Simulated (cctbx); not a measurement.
## TmTi2Rh2 across an absorption edge

Space group P-3m1 (no. 164), a = 4.0690 Å, b = 4.0690 Å, c = 6.4900 Å, α = 90.00°, β = 90.00°, γ = 120.00°.

| atom | mult. | x | y | z | Ueq (Å²) |
| --- | --- | --- | --- | --- | --- |
| Tm1 | 1 | 0 | 0 | 0 | 0.0034 |
| Rh1 | 2 | 2/3 | 1/3 | 0.3628 | 0.0058 |
| Ti1 | 2 | 2/3 | 1/3 | 0.7384 | 0.0082 |

The model is made up (kin elements in a known structure type, no relaxation), so it says nothing on whether the phase exists.

Calculated with cctbx: free-atom f′ and f″ from the Sasaki tables, no fine structure; amplitudes in electrons.

```
E (eV)  F 1 0 1  F 0 0 3  F 0 2 0  F 1 0 2
  8048     98.2    111.2      1.1     13.5
  8398     96.1    109.2      2.3     11.7
  8528     94.5    107.6      3.7     10.2
  8588     93.1    106.2      5.1      8.8
  8618     91.6    104.8      6.5      7.4
  8633     90.2    103.4      7.9      6.0
  8640     88.9    102.1      9.1      4.7
  8644     87.5    100.7     10.5      3.4
  8652     87.8    101.0     12.5      8.0
  8656     89.4    102.7     11.0      8.7
  8663     90.8    104.1      9.8      9.5
  8678     92.4    105.6      8.6     10.5
  8708     93.9    107.1      7.4     11.5
  8798     95.6    108.9      6.2     12.9
  9048     97.2    110.4      5.3     14.3
```

**Question.** Which edge is crossed, and why do the reflections move as they do?

The L3 edge of Tm. The edge is at 8648 eV. f′ of Tm falls from -12.0 e at 8528 eV to -19.0 e at 4 eV below it, and f″ steps from 3.73 to 10.55 e across it. Over that approach |F| changes by -7 % (1 0 1), -6 % (0 0 3), +184 % (0 2 0) and -67 % (1 0 2): a reflection falls where Tm scatters in phase with the total and rises where it scatters against it; it hardly moves where the Tm term is small or cancels by symmetry. Above the edge the larger f″ enters the imaginary part, where it can add to or cancel the other atoms' f″. The structure is centrosymmetric, so Friedel mates stay equal.

[Logs are printed without paths, hosts, clocks, repeated set-up lines and the standing remarks that a program may print on its own settings, such as how far it seeks lower states.]
